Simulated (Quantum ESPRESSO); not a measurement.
# Wannier-interpolated electron–phonon scattering in WC (P-6m2), part 4 of 6

How strongly do phonons scatter the electrons of WC (P-6m2), and how dense must the meshes be?

Quantum ESPRESSO 7.5; DFT LDA, scalar-relativistic, plane waves, PseudoDojo 0.4.1 norm-conserving pseudopotentials.

So far. Step 7 (Wannier functions and couplings): Near the Fermi level the interpolated bands miss those of pw.x by 8 meV r.m.s. and 23 meV at most, each level matched to the nearest interpolated one; the r.m.s. value is under the 60 meV set for going on. Step 9 (Resistivity: fine k 20×20×18, q 10×10×9, adaptive …): ρ(300 K) = 11.8 μΩ cm, mean of the axes; the relaxation-time start gave 11.1. One mesh does not show convergence.

## Step 10: Resistivity, input with a fault, fine q mesh 16×16×14, fine mesh 16×16×14

Another input is tried.

bad.in

```
--
&INPUTEPW
  prefix        = 'x'
  outdir        = './tmp'
  dvscf_dir     = './save'
  elph          = .true.
  etf_mem       = 1
  nbndsub       = 10
  bands_skipped = 'exclude_bands = 1-4'
  use_ws        = .true.
  vme           = 'wannier'
  asr_typ       = 'crystal'
  nk1           = 9
  nk2           = 9
  nk3           = 9
  nq1           = 3
  nq2           = 3
  nq3           = 3
  amass(1)      = 183.84
  amass(2)      = 12.011
  epwwrite      = .false.
  epwread       = .true.
  wannierize    = .false.
  nkf1          = 16
  nkf2          = 16
  nkf3          = 14
  nqf1          = 16
  nqf2          = 16
  nqf3          = 14
  mp_mesh_k     = .true.
  scattering    = .true.
  iterative_bte = .true.
  epmatkqread   = .false.
  assume_metal  = .true.
  int_mob       = .false.
  carrier       = .false.
  ngaussw       = -99
  mob_maxiter   = 200
  broyden_beta  = 0.7
  fsthick       = 0.05
  degaussw      = 0.0
  nstemp        = 6
  temps         = 150 200 273 300 400 500
  restart       = .false.
  selecqread    = .false.
/
```

Started as:

```bash
OMP_NUM_THREADS=1 mpirun -n 8 epw.x -nk 8 -in bad.in > bad.out
```

What it wrote:

```text
[the first part of the log is left out]
     =============================================================================================
     Start solving iterative Boltzmann Transport Equation
     =============================================================================================
     Iteration number:         1
     =============================================================================================
       Temp     Fermi        DOS        Population SR                 Conductivity
        [K]      [eV]    [states/Ry] [carriers per cell]               [Ohm.cm]^-1
     =============================================================================================
      150.000  20.7950   0.65108E-02   0.26645E-13    0.199762E+06    0.000000E+00    0.000000E+00
                                       0.00000E+00    0.000000E+00    0.199762E+06    0.000000E+00
                                       0.00000E+00    0.000000E+00    0.000000E+00    0.181344E+06
      200.000  20.7951   0.65925E-02  -0.30198E-13    0.179362E+06    0.000000E+00    0.000000E+00
                                       0.00000E+00    0.000000E+00    0.179362E+06    0.000000E+00
                                       0.00000E+00    0.000000E+00    0.000000E+00    0.130310E+06
      273.000  20.7957   0.83519E-02   0.00000E+00    0.139424E+06    0.000000E+00    0.000000E+00
                                       0.00000E+00    0.000000E+00    0.139424E+06    0.000000E+00
                                       0.00000E+00    0.000000E+00    0.000000E+00    0.848861E+05
      300.000  20.7961   0.11618E-01  -0.14211E-13    0.125919E+06    0.000000E+00    0.000000E+00
                                       0.00000E+00    0.000000E+00    0.125919E+06    0.000000E+00
                                       0.00000E+00    0.000000E+00    0.000000E+00    0.735449E+05
      400.000  20.7990   0.17709E+00  -0.17764E-14    0.868439E+05    0.000000E+00    0.000000E+00
                                       0.00000E+00    0.000000E+00    0.868439E+05    0.000000E+00
                                       0.00000E+00    0.000000E+00    0.000000E+00    0.459270E+05
      500.000  20.8032   0.75913E+01  -0.53291E-14    0.617648E+05    0.000000E+00    0.000000E+00
                                       0.00000E+00    0.000000E+00    0.617648E+05    0.000000E+00
                                       0.00000E+00    0.000000E+00    0.000000E+00    0.309522E+05
                                                      0.199762E+06    Max error
     [...]
     Iteration number:        17
     =============================================================================================
       Temp     Fermi        DOS        Population SR                 Conductivity
        [K]      [eV]    [states/Ry] [carriers per cell]               [Ohm.cm]^-1
     =============================================================================================
      150.000  20.7950   0.65108E-02   0.26645E-13    0.201321E+06    0.000000E+00    0.000000E+00
                                       0.00000E+00    0.000000E+00    0.201321E+06    0.000000E+00
                                       0.00000E+00    0.000000E+00    0.000000E+00    0.181902E+06
      200.000  20.7951   0.65925E-02  -0.30198E-13    0.180877E+06    0.000000E+00    0.000000E+00
                                       0.00000E+00    0.000000E+00    0.180877E+06    0.000000E+00
                                       0.00000E+00    0.000000E+00    0.000000E+00    0.130833E+06
      273.000  20.7957   0.83519E-02   0.00000E+00    0.140902E+06    0.000000E+00    0.000000E+00
                                       0.00000E+00    0.000000E+00    0.140902E+06    0.000000E+00
                                       0.00000E+00    0.000000E+00    0.000000E+00    0.853130E+05
      300.000  20.7961   0.11618E-01   0.00000E+00    0.127359E+06    0.000000E+00    0.000000E+00
                                       0.00000E+00    0.000000E+00    0.127359E+06    0.000000E+00
                                       0.00000E+00    0.000000E+00    0.000000E+00    0.739352E+05
      400.000  20.7990   0.17709E+00   0.12434E-13    0.880706E+05    0.000000E+00    0.000000E+00
                                       0.00000E+00    0.000000E+00    0.880706E+05    0.000000E+00
                                       0.00000E+00    0.000000E+00    0.000000E+00    0.462036E+05
      500.000  20.8032   0.75913E+01  -0.53291E-14    0.627531E+05    0.000000E+00    0.000000E+00
                                       0.00000E+00    0.000000E+00    0.627531E+05    0.000000E+00
                                       0.00000E+00    0.000000E+00    0.000000E+00    0.311513E+05
                                                      0.414526E-06    Max error
```

Wall time 24 s (8 MPI ranks of Arm Neoverse V2, shared host).

Numbers from this step:

- iterations: 17
- resistivity at 300 K: 9.743 μΩ cm

Resistivity, by row:

```
T (K)  rho_xx (μΩ cm)  rho_yy  rho_zz  relaxation-time approximation, mean of the axes (μΩ cm)
  150           4.967   4.967   5.497                                                    4.995
  200           5.529   5.529   7.643                                                      6.1
  273           7.097   7.097   11.72                                                    8.498
  300           7.852   7.852   13.53                                                    9.596
  400           11.35   11.35   21.64                                                    14.61
  500           15.94   15.94    32.1                                                     21.1
```

This input has a window narrower than the thermal spread, and its ρ(300 K) = 9.74 μΩ cm is no result.

## Step 11: Resistivity: fine k 26×26×22, q 13×13×11, adaptive width, window 0.32 eV

At these temperatures only states within a few k_B T of the Fermi level carry current, so the mesh must be dense; it is refined.

bte-2.in, as its differences from bad.in of step 10:

```diff
@@ -23,8 +23,8 @@
   wannierize    = .false.
-  nkf1          = 16
-  nkf2          = 16
-  nkf3          = 14
-  nqf1          = 16
-  nqf2          = 16
-  nqf3          = 14
+  nkf1          = 26
+  nkf2          = 26
+  nkf3          = 22
+  nqf1          = 13
+  nqf2          = 13
+  nqf3          = 11
   mp_mesh_k     = .true.
@@ -39,3 +39,3 @@
   broyden_beta  = 0.7
-  fsthick       = 0.05
+  fsthick       = 0.32
   degaussw      = 0.0
```

Started as:

```bash
OMP_NUM_THREADS=1 mpirun -n 8 epw.x -nk 8 -in bte-2.in > bte-2.out
```

What it wrote:

```text
[the first part of the log is left out]
     =============================================================================================
     Start solving iterative Boltzmann Transport Equation
     =============================================================================================
     Iteration number:         1
     =============================================================================================
       Temp     Fermi        DOS        Population SR                 Conductivity
        [K]      [eV]    [states/Ry] [carriers per cell]               [Ohm.cm]^-1
     =============================================================================================
      150.000  20.8252   0.26398E+01   0.35527E-14    0.704782E+05    0.000000E+00    0.000000E+00
                                       0.62172E-14    0.000000E+00    0.704782E+05    0.000000E+00
                                       0.00000E+00    0.000000E+00    0.000000E+00    0.106399E+06
      200.000  20.8249   0.28382E+01   0.66613E-14    0.705963E+05    0.000000E+00    0.000000E+00
                                      -0.17764E-14    0.000000E+00    0.705963E+05    0.000000E+00
                                       0.00000E+00    0.000000E+00    0.000000E+00    0.100680E+06
      273.000  20.8246   0.29968E+01  -0.31086E-14    0.619624E+05    0.000000E+00    0.000000E+00
                                       0.88818E-15    0.000000E+00    0.619624E+05    0.000000E+00
                                       0.00000E+00    0.000000E+00    0.000000E+00    0.839937E+05
      300.000  20.8245   0.30147E+01   0.13323E-14    0.581944E+05    0.000000E+00    0.000000E+00
                                       0.00000E+00    0.000000E+00    0.581944E+05    0.000000E+00
                                       0.00000E+00    0.000000E+00    0.000000E+00    0.777310E+05
      400.000  20.8245   0.30157E+01   0.33307E-14    0.458324E+05    0.000000E+00    0.000000E+00
                                       0.00000E+00    0.000000E+00    0.458324E+05    0.000000E+00
                                       0.00000E+00    0.000000E+00    0.000000E+00    0.587559E+05
      500.000  20.8250   0.28198E+01   0.17764E-14    0.369311E+05    0.000000E+00    0.000000E+00
                                      -0.88818E-15    0.000000E+00    0.369311E+05    0.000000E+00
                                       0.00000E+00    0.000000E+00    0.000000E+00    0.460382E+05
                                                      0.106399E+06    Max error
     [...]
     Iteration number:        20
     =============================================================================================
       Temp     Fermi        DOS        Population SR                 Conductivity
        [K]      [eV]    [states/Ry] [carriers per cell]               [Ohm.cm]^-1
     =============================================================================================
      150.000  20.8252   0.26398E+01   0.00000E+00    0.715333E+05    0.000000E+00    0.000000E+00
                                       0.26645E-14    0.000000E+00    0.715333E+05    0.000000E+00
                                       0.00000E+00    0.000000E+00    0.000000E+00    0.107266E+06
      200.000  20.8249   0.28382E+01  -0.17764E-14    0.717196E+05    0.000000E+00    0.000000E+00
                                       0.26645E-14    0.000000E+00    0.717196E+05    0.000000E+00
                                       0.00000E+00    0.000000E+00    0.000000E+00    0.101476E+06
      273.000  20.8246   0.29968E+01  -0.57732E-14    0.629386E+05    0.000000E+00    0.000000E+00
                                       0.00000E+00    0.000000E+00    0.629386E+05    0.000000E+00
                                       0.00000E+00    0.000000E+00    0.000000E+00    0.846072E+05
      300.000  20.8245   0.30147E+01  -0.39968E-14    0.590970E+05    0.000000E+00    0.000000E+00
                                       0.88818E-15    0.000000E+00    0.590970E+05    0.000000E+00
                                       0.00000E+00    0.000000E+00    0.000000E+00    0.782838E+05
      400.000  20.8245   0.30157E+01  -0.22204E-15    0.464956E+05    0.000000E+00    0.000000E+00
                                      -0.88818E-15    0.000000E+00    0.464956E+05    0.000000E+00
                                       0.00000E+00    0.000000E+00    0.000000E+00    0.591448E+05
      500.000  20.8250   0.28198E+01  -0.88818E-15    0.374344E+05    0.000000E+00    0.000000E+00
                                       0.44409E-15    0.000000E+00    0.374344E+05    0.000000E+00
                                       0.00000E+00    0.000000E+00    0.000000E+00    0.463305E+05
                                                      0.594344E-06    Max error
```

The job ended after 2.7 min (8 MPI ranks; 21 min of CPU time).

Numbers from this step:

```
iterations           : 20
resistivity at 300 K : 15.54 μΩ cm
```

Resistivity, by row:

```
T (K)  rho_xx (μΩ cm)  rho_yy  rho_zz  relaxation-time approximation, mean of the axes (μΩ cm)
  150           13.98   13.98   9.323                                                    11.49
  200           13.94   13.94   9.854                                                    11.64
  273           15.89   15.89   11.82                                                     13.5
  300           16.92   16.92   12.77                                                    14.46
  400           21.51   21.51   16.91                                                     18.7
  500           26.71   26.71   21.58                                                     23.5
```

ρ(300 K) = 15.5 μΩ cm, mean of the axes, against 11.8 before (+32 %); the relaxation-time start gave 14.5. The largest adaptive width printed is 0.61 eV, against a window of 0.32 eV outside which no state is counted.

## Step 12: Coupling and Tc: fine k 26×26×22, q 13×13×11, width 0.1 eV, window 0.41 eV

The couplings are interpolated to a fine mesh near the Fermi level; their sum gives α²F and λ, and the linearised gap equation gives Tc.

a2f-2.in

```
--
&INPUTEPW
  prefix           = 'x'
  outdir           = './tmp'
  dvscf_dir        = './save'
  elph             = .true.
  etf_mem          = 1
  nbndsub          = 10
  bands_skipped    = 'exclude_bands = 1-4'
  use_ws           = .true.
  vme              = 'wannier'
  asr_typ          = 'crystal'
  nk1              = 9
  nk2              = 9
  nk3              = 9
  nq1              = 3
  nq2              = 3
  nq3              = 3
  amass(1)         = 183.84
  amass(2)         = 12.011
  epwwrite         = .false.
  epwread          = .true.
  wannierize       = .false.
  nkf1             = 26
  nkf2             = 26
  nkf3             = 22
  nqf1             = 13
  nqf2             = 13
  nqf3             = 11
  mp_mesh_k        = .true.
  ephwrite         = .true.
  eliashberg       = .true.
  liso             = .true.
  limag            = .true.
  tc_linear        = .true.
  tc_linear_solver = 'lapack'
  fsthick          = 0.41
  degaussw         = 0.1
  degaussq         = 0.5
  nqstep           = 500
  muc              = 0.13
  wscut            = 0.3
  nsiter           = 500
  nstemp           = 7
  temps            = 0.5 1.0 2.0 4.0 8.0 16.0 32.0
/
```

Started as:

```bash
OMP_NUM_THREADS=1 mpirun -n 8 epw.x -nk 8 -in a2f-2.in > a2f-2.out
```

What it wrote:

```text
[the first part of the log is left out]
              ibndmax =     6  ebndmax =    21.232 eV
     Number of ep-matrix elements per pool :         4536 ~=   35.44 Kb (@ 8 bytes/ DP)
     We only need to compute     1690 q-points
     Nr. of irreducible k-points on the uniform grid:      1512
     Finish mapping k+sign*q onto the fine irreducibe k-mesh and writing .ikmap file
     Nr irreducible k-points within the Fermi shell =       229 out of      1512
                  Fermi level (eV) =    0.208222846192104D+02
     DOS(states/spin/eV/Unit Cell) =    0.193284905627384D+00
            Electron smearing (eV) =    0.100000000000000D+00
                 Fermi window (eV) =    0.410000000000000D+00
     Finish writing .ephmat files
     ===================================================================
     Memory usage:  VmHWM =        79Mb
                   VmPeak =       558Mb
     ===================================================================
     Finish writing dos file x.dos
     Finish writing phdos files x.phdos and x.phdos_proj
     ===================================================================
     Solve isotropic Eliashberg equations
     ===================================================================
     Finish reading freq file
                  Fermi level (eV) =     2.0822284619E+01
     DOS(states/spin/eV/Unit Cell) =     1.9328490563E-01
            Electron smearing (eV) =     1.0000000000E-01
                 Fermi window (eV) =     4.1000000000E-01
     Nr irreducible k-points within the Fermi shell =       229 out of      1512
           2 bands within the Fermi window
     Finish reading egnv file
     Max nr of q-points =       243
     Finish reading ikmap files
     Start reading .ephmat files
     Finish reading .ephmat files
     a2f file is not found to estimate initial gap: calculating a2f files
     Finish reading a2f file
     Electron-phonon coupling strength =    0.1646117
 %%%%%%%%%%%%%%%%%%%%%%%%%%%%%%%%%%%%%%%%%%%%%%%%%%%%%%%%%%%%%%%%%%%%%%%%%%%%%%
     Error in routine estimate_tc_gap (1):
     initial guess for gap edge should be > 0.d0
 %%%%%%%%%%%%%%%%%%%%%%%%%%%%%%%%%%%%%%%%%%%%%%%%%%%%%%%%%%%%%%%%%%%%%%%%%%%%%%
     stopping ...
--------------------------------------------------------------------------
MPI_ABORT was invoked on rank 0 in communicator MPI_COMM_WORLD
  Proc: [[31082,1],0]
  Errorcode: 1
You may or may not see output from other processes, depending on
exactly when Open MPI kills them.
--------------------------------------------------------------------------
--------------------------------------------------------------------------
prterun has exited due to process rank 0 with PID 0 on node (host) calling
"abort". This may have caused other processes in the application to be
terminated by signals sent by prterun (as reported here).
--------------------------------------------------------------------------
```

It took 4.5 min on 8 MPI ranks.

The run ended with an error.

The program's message: “Error in routine estimate_tc_gap (1): initial guess for gap edge should be > 0.d0”

(Continued in part 5 of 6.)

[The logs of pw.x and epw.x are selected lines.]

[Logs are printed without paths, hosts, clocks, repeated set-up lines and the standing remarks that a program may print on its own settings, such as how far it seeks lower states.]

[Hosts, paths, dates, database ids (printed as entryN), source tags and the programs' standing remarks are cut or masked in the printed files.]
